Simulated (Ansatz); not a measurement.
# Squeezing and shearing glassy 79SiO2-7BaO-7CaO-7Na2O (mol %) (166 atoms), part 3 of 3

How stiff is glassy 79SiO2-7BaO-7CaO-7Na2O (mol %) (166 atoms)?

Ansatz 0.2.0; Kohn-Sham DFT, LDA, PAW (set soft_2), plane waves.

The cell: 46 Si, 4 Ba, 4 Ca, 8 Na and 104 O. The quench rate of 50 K/ps is many orders above laboratory rates. The network of bonds at the start is that of the classical potential that made the cell. Only the Γ point is sampled. The levels lack spin–orbit coupling.

So far. Step 7 (Volume -6 %): The relaxation converged after 12 steps, 3.18 eV below its start, with a largest force component of 0.049 eV/Å. Step 7 (Volume -6 %): Volume -6 %: the energy stands 1.41 eV above that of the reference, at a pressure of 3.59 GPa.

**8. Volume +6 %**

The relaxed cell is scaled to another volume.

input.yaml reads:

```yaml
crystal:
  lattice:
    - [13.09373, 0.35059, 0.13834]
    - [0.35059, 13.20703, 0.00418]
    - [0.13834, 0.00418, 13.39853]
  atoms:
    [... the 166 atom lines of step 4 ...]
kpoints:
  mp_grid: { grid: [1, 1, 1] }
hamiltonian:
  xc: lda
scf:
  occupations: { method: fermi_dirac, width: 0.025 }
output:
  forces: true
  eigenvalues: true
  stress: true
relax:
  f_tol: 0.05
  max_steps: 70
```

On the command line:

```bash
$ ansatz run input.yaml --threads 4 --pin off --max-ram 8192MiB --backend cpu --events-out ev --progress --plain --runs-dir out
```

Numbers of over 12 decimals in the logs are rounded to 6 here.

The log of the run:

```text
Warning: output.stress: scf.convergence.dr2_threshold = 1e-7 eV (the SCF's general default) is looser than the 1.08e-8 eV advised for a printed stress (1e-10 eV for each atom of the cell: 166, of which 108 are counted). What an SCF threshold leaves in a stress goes as its square root, and in the free energy as the threshold itself, and one threshold admits the most on a small cell: [...]
[...]
Pseudopotentials: kind: paw
Pseudopotential: Si, paw, valence charge 4, recommended cutoff 420 eV (normal), Si.paw.azcp
Pseudopotential: Ba, paw, valence charge 10, recommended cutoff 420 eV (normal), Ba.paw.azcp
Pseudopotential: Ca, paw, valence charge 10, recommended cutoff 420 eV (normal), Ca.paw.azcp
Pseudopotential: Na, paw, valence charge 9, recommended cutoff 420 eV (normal), Na.paw.azcp
Pseudopotential: O, paw, valence charge 6, recommended cutoff 420 eV (normal), O.paw.azcp
[...]
Crystal: 166 atoms, lattice volume = 2315.099 Å³
Basis set: ecut = 420 eV, 45243 PW (Γ)
Bands: 646, of which v1, the nominal top of the filled ones, is band 480 counted from 1 (479 counted from 0)
Symmetry: 1 space group operations
Space group: P1 (ITA 1), of the structure as read, at distance tolerance 1.3e-4 Å
k-points: 1
[...]
Initial density: superposition of atomic densities (neutral atoms: chi_scale 0, normalization atom), corrected by the library's trained network
Initial wavefunctions: pseudopotential atomic-orbital guess
[...]
SCF iter   1: F=—  HF=-127883.246143 eV  |F-HF|=—  |Δ(HF+E_count)|=         —  Δρ=1.34e-2  dr2=3.83e0  ethr=1.77e-3  ⟨swp⟩=7.0  Hψ=3128  notcnv=0  defer=152
preconditioner: auto → Resta (q_TF=auto, 2.356 Å⁻¹)  ε∞=3.2  [insulator: Δε(μ)=3.425 eV  Ē_g=15.985 eV  σ=0.025 eV  W_gap=1.00  n_scr=484 (ndim 8)  ℏωp=23.5 eV  f_vac=0.146  D(μ)=0.00/eV (n_scr^D=0)  ε∞_Penn≈3.2]
[...]
SCF iter   6: F=—  HF=-127882.110176 eV  |F-HF|=—  |Δ(HF+E_count)|=   9.91e-5  Δρ=7.90e-5  dr2=1.78e-4  ethr=1.93e-7  ⟨swp⟩=2.0  Hψ=961  notcnv=0  defer=159
SCF iter   7: F=-127882.110184 eV  HF=-127882.110196 eV  |F-HF|=1.28e-5  |Δ(HF+E_count)|=   1.99e-5  Δρ=3.82e-5  dr2=3.25e-5  ethr=6.51e-9  ⟨swp⟩=18.0  Hψ=4193  notcnv=0
SCF 1 converged in 7 iterations: F = -127882.110184 eV  dr2 = 3.25e-5
[...]
relax step   1: F+E_penalty+E_count = -127882.11018355 eV  Δ(F+E_penalty+E_count) = +0.000e0 eV  max|allowed force component| = 1.169e0 eV/Å  Δτ_max = 0.0000 Å  (7 SCF iters, dr2 threshold 6.25e-5 eV, accepted)
[... from here on, the SCF cycles and remarks between the steps are left out, and one step in 5 is shown ...]
relax step   2: F+E_penalty+E_count = -127883.49524664 eV  Δ(F+E_penalty+E_count) = -1.385e0 eV  max|allowed force component| = 8.176e-1 eV/Å  Δτ_max = 0.1936 Å  (7 SCF iters, dr2 threshold 8.55e-5 eV, accepted)
relax step   5: F+E_penalty+E_count = -127884.69458397 eV  Δ(F+E_penalty+E_count) = -1.069e-1 eV  max|allowed force component| = 1.680e-1 eV/Å  Δτ_max = 0.0629 Å  (5 SCF iters, dr2 threshold 9.84e-5 eV, accepted)
relax step  10: F+E_penalty+E_count = -127884.81096064 eV  Δ(F+E_penalty+E_count) = -1.413e-2 eV  max|allowed force component| = 8.659e-2 eV/Å  Δτ_max = 0.0849 Å  (7 SCF iters, dr2 threshold 7.20e-6 eV, accepted)
relax step  15: F+E_penalty+E_count = -127884.84765438 eV  Δ(F+E_penalty+E_count) = -6.288e-3 eV  max|allowed force component| = 5.379e-2 eV/Å  Δτ_max = 0.0374 Å  (6 SCF iters, dr2 threshold 5.84e-6 eV, accepted)
relax step  20: F+E_penalty+E_count = -127884.95926160 eV  Δ(F+E_penalty+E_count) = -3.439e-2 eV  max|allowed force component| = 1.745e-1 eV/Å  Δτ_max = 0.1949 Å  (6 SCF iters, dr2 threshold 2.28e-5 eV, accepted)
relax step  25: F+E_penalty+E_count = -127885.10455395 eV  Δ(F+E_penalty+E_count) = -2.371e-2 eV  max|allowed force component| = 7.986e-2 eV/Å  Δτ_max = 0.2000 Å  (7 SCF iters, dr2 threshold 5.54e-6 eV, accepted)
[...]
Step cancelled. What follows is not a result of the run: it is the report of the last solve that finished, which converged after 7 SCF iterations.
Free energy (F): -127885.104554 eV
Harris-Foulkes:  -127885.104551 eV  (|F-HF|=2.74e-6)
Internal energy: -127885.104554 eV  (E = F + TS)
E sigma→0 (E₀):  -127885.104554 eV
Fermi energy:    5.413871 eV
--- Per-component energies (eV) ---
[...]
Σ components = -127885.104554   (vs F -127885.104554, Δ=0.00e0)
--- Forces (eV/Å), atoms counted from 1 ---
  atom   1  Si     0.01407180    -0.01194795     0.03062649
  atom   2  Si     0.06333374     0.00036831     0.03206632
  atom   3  Si     0.00217448     0.02640986    -0.00326067
  atom   4  Si    -0.00240844    -0.01449534    -0.00624962
[...]
atom 166  O     -0.01568821    -0.00510358     0.02955754
  max |Σ_I F_I| component: 2.32e-3 eV/Å
--- Band table (eV) ---
  k-point 0: bands = ["-45.6974", "-45.6002", "-45.4479", "-45.4009", [... 630 levels ...], "12.8728", "12.9253", "12.9409", "12.9459", "12.9712", "12.9889", "13.0115", "13.0245", "13.0408", "13.0526", "13.0922", "13.1130"]
End of that report.
Error: SIGTERM received: cancelled by the caller after 1 completed SCF iterations
```

Elapsed: 20 min, on 4 threads of Arm Neoverse V2, shared host; peak memory 3.7 GiB.

The relaxation was stopped at its limit after 25 steps, 2.99 eV below its start, with a largest force component of 0.080 eV/Å.

Volume +6 %: the energy stands 0.745 eV above that of the reference.

**9. Volume -10 %**

The relaxed cell is scaled to another volume.

Input and log are left out; they have the form of those shown for this kind of step.

It took 13 min on 4 threads of Arm Neoverse V2, shared host; peak memory 3.3 GiB.

The relaxation was stopped at its limit after 17 steps, 9.60 eV below its start, with a largest force component of 0.079 eV/Å.

Volume -10 %: the energy stands 4.07 eV above that of the reference.

**10. Stretched by 1 % along x**

The relaxed cell is strained along x alone, which gives the stiffness along x and its coupling to y and z.

input.yaml, the sections that differ from step 8:

```yaml
crystal:
  lattice:
    - [12.97028, 0.34385, 0.13568]
    - [0.34729, 12.95299, 0.0041]
    - [0.13704, 0.0041, 13.1408]
  atoms:
    [... the 166 atom lines of step 4 ...]
# kpoints, hamiltonian, scf, output, relax: as in step 8
```

The log of the run:

```text
[...]
Crystal: 166 atoms, lattice volume = 2205.896 Å³
Basis set: ecut = 420 eV, 43133 PW (Γ)
Bands: 646, of which v1, the nominal top of the filled ones, is band 480 counted from 1 (479 counted from 0)
Symmetry: 1 space group operations
[...]
k-points: 1
[...]
SCF iter   1: F=—  HF=-127886.726427 eV  |F-HF|=—  |Δ(HF+E_count)|=         —  Δρ=1.34e-2  dr2=3.61e0  ethr=1.77e-3  ⟨swp⟩=6.0  Hψ=3048  notcnv=0  defer=156
[...]
SCF iter   6: F=—  HF=-127885.640551 eV  |F-HF|=—  |Δ(HF+E_count)|=   1.31e-4  Δρ=7.24e-5  dr2=1.19e-4  ethr=7.42e-8  ⟨swp⟩=2.0  Hψ=824  notcnv=0  defer=162
SCF iter   7: F=-127885.640550 eV  HF=-127885.640563 eV  |F-HF|=1.27e-5  |Δ(HF+E_count)|=   1.22e-5  Δρ=3.61e-5  dr2=2.56e-5  ethr=6.51e-9  ⟨swp⟩=19.0  Hψ=4307  notcnv=0
SCF 1 converged in 7 iterations: F = -127885.640550 eV  dr2 = 2.56e-5
[...]
relax step   1: F+E_penalty+E_count = -127885.64055020 eV  Δ(F+E_penalty+E_count) = +0.000e0 eV  max|allowed force component| = 6.474e-1 eV/Å  Δτ_max = 0.0000 Å  (7 SCF iters, dr2 threshold 6.25e-5 eV, accepted)
[...]
relax step   2: F+E_penalty+E_count = -127885.72575816 eV  Δ(F+E_penalty+E_count) = -8.521e-2 eV  max|allowed force component| = 3.481e-1 eV/Å  Δτ_max = 0.0364 Å  (6 SCF iters, dr2 threshold 2.62e-5 eV, accepted)
[...]
relax step   3: F+E_penalty+E_count = -127885.77113279 eV  Δ(F+E_penalty+E_count) = -4.537e-2 eV  max|allowed force component| = 1.607e-1 eV/Å  Δτ_max = 0.0420 Å  (6 SCF iters, dr2 threshold 7.57e-6 eV, accepted)
relax step   4: F+E_penalty+E_count = -127885.78403970 eV  Δ(F+E_penalty+E_count) = -1.291e-2 eV  max|allowed force component| = 7.995e-2 eV/Å  Δτ_max = 0.0500 Å  (6 SCF iters, dr2 threshold 5.51e-6 eV, accepted)
relax step   5: F+E_penalty+E_count = -127885.75623329 eV  Δ(F+E_penalty+E_count) = +2.781e-2 eV  max|allowed force component| = 1.891e-1 eV/Å  Δτ_max = 0.1054 Å  (9 SCF iters, rejected (line search))
[...]
relax step   6: F+E_penalty+E_count = -127885.79370275 eV  Δ(F+E_penalty+E_count) = -9.663e-3 eV  max|allowed force component| = 2.653e-2 eV/Å  Δτ_max = 0.0360 Å  (9 SCF iters, accepted)
SCF converged after 9 iterations
Free energy (F): -127885.793703 eV
[...]
Internal energy: -127885.793703 eV  (E = F + TS)
E sigma→0 (E₀):  -127885.793703 eV
Fermi energy:    5.945269 eV
[...]
Σ components = -127885.793703   (vs F -127885.793703, Δ=0.00e0)
--- Forces (eV/Å), atoms counted from 1 ---
  atom   1  Si    -0.00230284     0.00285974     0.00259905
  atom   2  Si     0.00826864    -0.00664283    -0.00206580
  atom   3  Si    -0.00229855     0.01060785    -0.01033010
  atom   4  Si     0.00729262    -0.00048787    -0.00020566
[...]
atom 166  O     -0.00543124    -0.00235090     0.00468401
  max |Σ_I F_I| component: 1.77e-4 eV/Å
--- Stress (GPa, compression-positive) ---
       -0.918696      -0.013096       0.016653
       -0.013096      -0.271293      -0.018806
        0.016653      -0.018806      -0.291937
  P = ⅓ Tr σ = -0.4940 GPa (-4.940 kbar)
--- Band table (eV) ---
[...]
--- Relaxed structure (6 steps of the walk, 5 accepted, 0 SCFs on fresh bases) ---
  F+E_penalty+E_count = -127885.79370275 eV   max|allowed force component| = 2.653e-2 eV/Å
  atoms:
    - { symbol: Si, position: [0.416151, 0.447942, 0.567535] }
    - { symbol: Si, position: [0.414634, 0.648480, 0.015979] }
    - { symbol: Si, position: [0.177191, 0.695419, 0.645888] }
    - { symbol: Si, position: [0.390631, 0.339029, 0.070273] }
[...]
- { symbol: O, position: [0.518747, 0.931954, 0.113795] }
```

Wall time 4.7 min (4 threads); peak memory 3.5 GiB.

The relaxation converged after 6 steps, 0.153 eV below its start, with a largest force component of 0.027 eV/Å.

Stretched by 1 % along x: the energy stands 0.0555 eV above that of the reference, at a pressure of -0.494 GPa.

**11. Pressure against volume**

Atoms are relaxed at each volume, in the scaled cell.

| volume change (%) | volume (Å³/atom) | energy change (meV/atom) | pressure (GPa) | largest move on relaxing (Å) | bonds | gap (eV) |
| --- | --- | --- | --- | --- | --- | --- |
| -6 | 12.368 | 8.47 | 3.59 | 0.25 | 287 | 4.04 |
| -3 | 12.762 | 2.06 | 1.71 | 0.11 | 280 | 3.94 |
| +0 | 13.157 | 0.00 | -0.01 | - | 279 | 3.85 |
| +3 | 13.552 | 1.71 | -1.34 | 0.18 | 274 | 3.77 |

**12. Uniaxial strain and shear**

Stress (GPa, compression positive) less that of the relaxed cell, atoms relaxed:

| strain | xx | yy | zz | xy | energy change (meV/atom) |
| --- | --- | --- | --- | --- | --- |
| stretched by 1 % along x | -0.914 | -0.263 | -0.285 | -0.016 | 0.33 |

**13. Findings**

The bulk modulus, from the slope of pressure against ln V over the three points nearest the relaxed volume, is 51.0 GPa; a quadratic over all points gives a pressure derivative of about 4.6. The count of bonds runs from 274 to 287 over the series, so at some points contacts cross the cutoffs. The gap goes from 4.04 eV at the smallest volume to 3.77 eV at the largest, -2.9 eV per unit of ln V by a straight line, on the run's k-points.

**Limits.** Strains are finite and relaxations stop at the force tolerance of the input, which can leave moduli too stiff; they are those of a static cell at zero temperature. Volumes are changed with the cell's shape held, so in an anisotropic solid the modulus lies over the one under free hydrostatic load. The program notes that the SCF threshold of the relaxations is loose for the stress.

The DFT runs together took 87 min of wall time.

[Logs are printed without paths, hosts, clocks, repeated set-up lines and the standing remarks that a program may print on its own settings, such as how far it seeks lower states.]

[Hosts, paths, dates, database ids (printed as entryN), source tags and the programs' standing remarks are cut or masked in the printed files.]
